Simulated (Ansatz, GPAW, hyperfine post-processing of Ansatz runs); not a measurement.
# Hyperfine couplings and g tensor of Cd¹⁺ on a K site in KCl, part 2 of 2

Wanted: the spin Hamiltonian of Cd¹⁺ on a K site in KCl and its powder spectra.

Ansatz; PBE.

So far. Step 3 (The final single point): The cell carries 1.00 μB, as the input holds it. Largest moments in the spheres: Cd (atom 7) +0.42, Cl (atom 11) +0.05, Cl (atom 14) +0.05, Cl (atom 12) +0.05, Cl (atom 9) +0.05 μB.

**4. The couplings, from GPAW**

Hyperfine couplings need the spin density at and round each nucleus, which GPAW supplies: A_iso = (4μ₀/3h) μB g_N μN ρ_s(0)/2S, and the traceless dipolar part. It runs on the same atoms with its own datasets, on a 2×2×2 mesh through Γ.

Contents of scf.py:

```python
from ase import Atoms
from gpaw import GPAW, PW, FermiDirac, MixerDif

atoms = Atoms(['K', 'K', 'K', 'K', 'K', 'K', 'Cd', 'K', 'Cl', 'Cl', 'Cl', 'Cl', 'Cl', 'Cl', 'Cl', 'Cl'],
              cell=[[6.29294, 6.29294, 0.0], [0.0, 6.29294, 6.29294], [6.29294, 0.0, 6.29294]],
              scaled_positions=[[0.0, 0.0, -0.0], [0.5, 0.0, 0.0], [0.0, 0.0, 0.5], [0.5, 0.0, 0.5], [0.0, 0.5, 0.0], [0.5, 0.5, 0.0], [0.0, 0.5, 0.5], [0.5, 0.5, 0.5], [0.247779, 0.252221, 0.252221], [0.75, 0.25, 0.25], [0.247779, 0.252221, 0.747779], [0.752221, 0.252221, 0.747779], [0.247779, 0.747779, 0.252221], [0.752221, 0.747779, 0.252221], [0.25, 0.75, 0.75], [0.752221, 0.747779, 0.747779]],
              magmoms=[0.0, 0.0, 0.0, 0.0, 0.0, 0.0, 0.592, 0.0, 0.068, 0.0, 0.068, 0.068, 0.068, 0.068, 0.0, 0.068], pbc=True)
atoms.calc = GPAW(mode=PW(500), xc='PBE', kpts={'size': (2, 2, 2), 'gamma': True}, charge=0, spinpol=True,
                  occupations=FermiDirac(0.01, fixmagmom=True), mixer=MixerDif(0.12, 6, 30),
                  convergence={'density': 1e-5}, maxiter=150, symmetry={'tolerance': 1e-4}, legacy_gpaw=True, txt='scf.txt')
print('energy', atoms.get_potential_energy())
print('moment', atoms.get_magnetic_moment())
more = atoms.calc.fixed_density(nbands=124, convergence={'bands': 116, 'eigenstates': 1e-6}, txt='bands.txt')
more.write('gs.gpw', mode='all')
```

Launch:

```
$ OMP_NUM_THREADS=1 mpirun -n 4 gpaw python scf.py > gpaw.log
```

What it wrote:

```text
[...]
units:  Angstrom and eV
cores:  4
OpenMP: True
[...]
OMP_NUM_THREADS: 1

Input parameters:
  convergence: {density: 1e-05}
  kpts: {gamma: True,
         size: (2, 2, 2)}
  maxiter: 150
  mixer: {backend: pulay,
          beta: 0.12,
          method: difference,
          nmaxold: 6,
          weight: 30}
  mode: {ecut: 500.0,
         name: pw}
  occupations: {fixmagmom: True,
                name: fermi-dirac,
                width: 0.01}
  spinpol: True
  symmetry: {tolerance: 0.0001}
  xc: PBE

System changes: positions, numbers, cell, pbc, initial_charges, initial_magmoms

Initialize ...

[... setups left out ...]
Reference energy: -367288.486031  # eV

Spin-polarized calculation.
Initial magnetic moment: 1.000000

Convergence criteria:
 Maximum [total energy] change in last 3 cyles: 0.0005 eV / valence electron
 Maximum integral of absolute [dens]ity change: 1e-05 electrons / valence electron
 Maximum integral of absolute [eigenst]ate change: 4e-08 eV^2 / valence electron
 Maximum number of scf [iter]ations: 150
 (Square brackets indicate name in SCF output, whereas a 'c' in
 the SCF output indicates the quantity has converged.)

Symmetries present (total): 8
[...]
8 k-points: 2 x 2 x 2 Monkhorst-Pack grid + [1/4,1/4,1/4]
5 k-points in the irreducible part of the Brillouin zone
       k-points in crystal coordinates                weights
   0:     0.00000000    0.00000000    0.00000000          1/8
   1:     0.00000000    0.50000000    0.00000000          2/8
   2:     0.00000000    0.50000000    0.50000000          1/8
   3:     0.50000000    0.50000000    0.00000000          2/8
[...]
2. axis:    yes    0.000000    6.292940    6.292940    48     0.1514
  3. axis:    yes    6.292940    0.000000    6.292940    48     0.1514

  Lengths:   8.899561   8.899561   8.899561
  Angles:   60.000000  60.000000  60.000000

Effective grid spacing dv^(1/3) = 0.1652

iter:   1       0s   -53.378316                   +0.9629
iter:   2       6s   -52.671344   -1.71  -1.29    +0.9889
iter:   3      11s   -51.871838   -1.64  -1.38    +1.0006
iter:   4      16s   -51.926750   -2.11  -1.58    +0.9998
iter:   5      22s   -51.957298   -2.89  -1.81    +0.9991
iter:   6      27s   -51.958189c  -3.59  -2.55    +0.9999
iter:   7      33s   -51.955408c  -4.06  -2.63    +1.0000
iter:   8      38s   -51.954255c  -4.39  -2.95    +1.0000
[...]
iter:  12      60s   -51.954521c  -6.42  -4.01    +1.0000
iter:  13      65s   -51.954520c  -7.20  -4.34    +1.0000
iter:  14      71s   -51.954521c  -7.49c -4.49    +1.0000
iter:  15      76s   -51.954521c  -7.86c -4.72    +1.0000
iter:  16      81s   -51.954521c  -9.17c -5.04c   +1.0000

Converged after 16 iterations.
[...]
Total magnetic moment: (0.000000, 0.000000, 1.000000)
Local magnetic moments:
[...]
Energy contributions relative to reference atoms: (reference = -367288.486031)

Kinetic:        +38.580936
Potential:      -32.651458
External:        +0.000000
XC:             -53.429989
Entropy (-ST):   -0.000000
Local:           -4.454010
SIC:             +0.000000
--------------------------
Free energy:    -51.954521
Extrapolated:   -51.954521

Spin contamination: 0.026571 electrons
Showing only first 2 kpts
                      Up                     Down
 Kpt  Band  Eigenvalues  Occupancy  Eigenvalues  Occupancy
  0    63     -0.34302    1.00000     -0.32376    1.00000
  0    64     -0.34302    1.00000     -0.32376    1.00000
  0    65      2.15059    1.00000      2.59912    0.00000
[...]
1    65      2.50371    1.00000      2.96976    0.00000
  1    66      5.54572    0.00000      5.70547    0.00000

[... left out ...]
```

It took 6.9 min on 4 MPI ranks of Arm Neoverse V2, shared host.

Contents of analyse.py:

```python
# [... imports and print statements left out ...]
calc = GPAW('gs.gpw', legacy_gpaw=True, txt=None)
two_s = 1  # unpaired electrons
g_n = {'K': 0.26098, 'Cd': -1.244602, 'Cl': 0.5479162}
valence = hyperfine_parameters(calc, exclude_core=True)
full = valence.copy()
unit = np.pi * alpha**2 * G_FACTOR_E * _me / _mp * Ha
for a, s in enumerate(atoms.symbols):  # the response of the frozen core, atom by atom
    args = unpack_density(calc.density.D_asp[a]), calc.wfs.setups[a], calc.hamiltonian.xc
        full[a] += (paw_correction(*args, False) - paw_correction(*args, True)) * unit
for a, s in enumerate(atoms.symbols):
    A = full[a] * g_n.get(s, 0) * mhz / two_s
    V = valence[a] * g_n.get(s, 0) * mhz / two_s
for u in [(1, 0, 0), (0, 1, 0), (0, 0, 1), (1, 1, 0), (1, 0, 1), (0, 1, 1), (1, 1, 1)]:
    n = np.array(u) / np.linalg.norm(u)
    soc = soc_eigenstates(calc, n2=116, theta=np.degrees(np.arccos(n[2])), phi=np.degrees(np.arctan2(n[1], n[0])),
                          occcalc=create_occ_calc({'name': 'fermi-dirac', 'width': 0.001}))
```

Launch:

```
$ OMP_NUM_THREADS=1 python3 analyse.py > python.log
```

What it wrote:

```text
atom  moment  sphere_moment  A_iso  A_iso_valence  xx yy zz xy xz yz (MHz)
[...]
2 K 0.0041 0.00156 6.793 6.852 -0.000 -0.000 0.000 0.000 0.000 -0.000
[...]
6 K 0.0000 -0.00000 0.300 0.296 -0.066 0.033 0.033 -0.000 0.000 -0.096
7 Cd 0.2594 -0.07557 -11722.638 -11667.078 0.000 0.000 -0.000 0.000 -0.000 -0.000
8 K 0.0000 -0.00000 0.300 0.296 0.033 0.033 -0.066 0.096 0.000 -0.000
9 Cl 0.0261 -0.00166 37.481 38.422 -8.889 -8.889 17.778 -0.000 -0.000 0.000
10 Cl 0.0004 -0.00003 0.633 0.643 0.000 0.000 -0.000 -0.000 -0.000 -0.000
11 Cl 0.0261 -0.00166 37.481 38.422 17.778 -8.889 -8.889 -0.000 -0.000 0.000
12 Cl 0.0261 -0.00166 37.481 38.422 -8.889 17.778 -8.889 -0.000 -0.000 -0.000
13 Cl 0.0261 -0.00166 37.481 38.422 -8.889 17.778 -8.889 -0.000 0.000 0.000
14 Cl 0.0261 -0.00166 37.481 38.422 17.778 -8.889 -8.889 -0.000 -0.000 -0.000
15 Cl 0.0004 -0.00003 0.633 0.643 0.000 0.000 -0.000 -0.000 -0.000 -0.000
16 Cl 0.0261 -0.00166 37.481 38.422 -8.889 -8.889 17.778 -0.000 -0.000 -0.000
direction  band energy (meV)  orbital moment along it (muB)
soc 1 0 0 -1136649.40526 0.002487
soc 0 1 0 -1136649.40448 0.002470
soc 0 0 1 -1136649.40701 0.002469
soc 1 1 0 -1136649.40487 0.002489
soc 1 0 1 -1136649.40665 0.002438
soc 0 1 1 -1136649.40611 0.002455
soc 1 1 1 -1136649.40610 0.002446
```

Elapsed: 5.9 s, on 1 MPI rank.

GPAW's dipolar tensors lack the moments inside other atoms' spheres; these are added as point dipoles. Principal values (MHz):

| atom | A_iso | A₁ | A₂ | A₃ |
| --- | --- | --- | --- | --- |
| Cd (atom 7) | -11722.6 | -11722.6 | -11722.6 | -11722.6 |
| Cl (atom 9) | 37.5 | 28.6 | 28.6 | 55.2 |
| Cl (atom 11) | 37.5 | 28.6 | 28.6 | 55.2 |
| Cl (atom 12) | 37.5 | 28.6 | 28.6 | 55.2 |
| Cl (atom 13) | 37.5 | 28.6 | 28.6 | 55.2 |
| Cl (atom 14) | 37.5 | 28.6 | 28.6 | 55.2 |
| Cl (atom 16) | 37.5 | 28.6 | 28.6 | 55.2 |
| K (atom 2) | 6.8 | 6.8 | 6.8 | 6.8 |

Further, its orbital moments give g = 2.0073 (isotropic). GPAW's spin-orbit coupling runs about a fifth high on atoms from gallium on.

**5. Cost against result**

The results hang on the functional, so other levels are run on the same atoms.

Times are on 4 threads of Arm Neoverse V2, shared host.

```
     run   mesh   time  moment (μB)      g₁      g₂      g₃  A_iso ¹¹³Cd, atom 7 (MHz)  A_iso ³⁵Cl, atom 13 (MHz)
     PBE  2×2×2  5.6 s         1.00       -       -       -                          -                          -
GPAW PBE  2×2×2  7 min         1.00  2.0073  2.0073  2.0073                   -11722.6                       37.5
GPAW LDA  2×2×2   96 s         1.00       -       -       -                   -11358.0                       37.2
```

**6. Parameters for the spectrum**

The pieces are put together into a spin Hamiltonian, which is diagonalised for fields in all directions.

S = 1/2; g = 2.0073 (isotropic) (GPAW, orbital moments). Hyperfine tensors: both parts from GPAW, the isotropic part is GPAW's with the core's share, the dipolar part with neighbours' sphere moments added; atoms that lie as near to a second image of the centre are left out. Not all shells are listed.

```
           atoms  nucleus  from the spin's centre (Å)  A_iso (MHz)        A₁        A₂        A₃
               7    ¹¹³Cd                        0.00     -11722.6  -11722.6  -11722.6  -11722.6
9 11 12 13 14 16     ³⁵Cl                        3.12         37.5      28.6      28.6      55.2
```

Powder spectrum at 34 GHz, first derivative, Gaussian lines 2.6 mT wide from peak to peak, natural isotopes.

Extrema, weak ones left out (mT: height): 954.0: +0.08, 961.5: -0.06, 968.0: +0.07, 975.5: -0.09, 1206.0: +1.00, 1214.4: -1.00, 1378.4: +0.10, 1391.5: -0.09.

Powder spectrum at 130 GHz, first derivative, Gaussian lines 2.6 mT wide from peak to peak, natural isotopes.

Extrema, weak ones left out (mT: height): 4404.6: +0.08, 4423.5: -0.08, 4623.0: +1.00, 4631.5: -1.00, 4814.0: +0.09, 4831.0: -0.08.

**7. Outcome**

```
centre       : Cd¹⁺ on a K site, neutral cell
spin         : S = 1/2
g            : 2.0073 (isotropic)
A on shell 1 : ¹¹³Cd at the centre: -11722.6, -11722.6, -11722.6 MHz
```

Cd¹⁺ on a K site in KCl has S = 1/2, g = 2.0073 (isotropic), and its largest coupling, -11723 MHz, is to ¹¹³Cd, among the atoms that belong to one image of the centre. 42 % of the moment lies in the sphere of Cd (atom 7), which has 6 Cl at 3.12 Å round it. Orbital moments in the atomic spheres miss currents between the atoms, so the g shift of an s-p centre is rough. One centre in a small periodic cell, at rest at 0 K; outer atoms feel several images of the centre at once, so their couplings are too large for a dilute crystal. Nuclear quadrupole terms and strain broadening are left out of the spectra.

Not shown: 1 run that did not converge.

[Long decimals in the printed logs are rounded to 6 places.]

[Where a GPAW ground-state log is shown, its clock times and its lines on the Fermi level, the gap and the full list of levels were taken out.]

[Logs are printed without paths, hosts, clocks, repeated set-up lines and the standing remarks that a program may print on its own settings, such as how far it seeks lower states.]

[Hosts, paths, dates, database ids (printed as entryN), source tags and the programs' standing remarks are cut or masked in the printed files.]
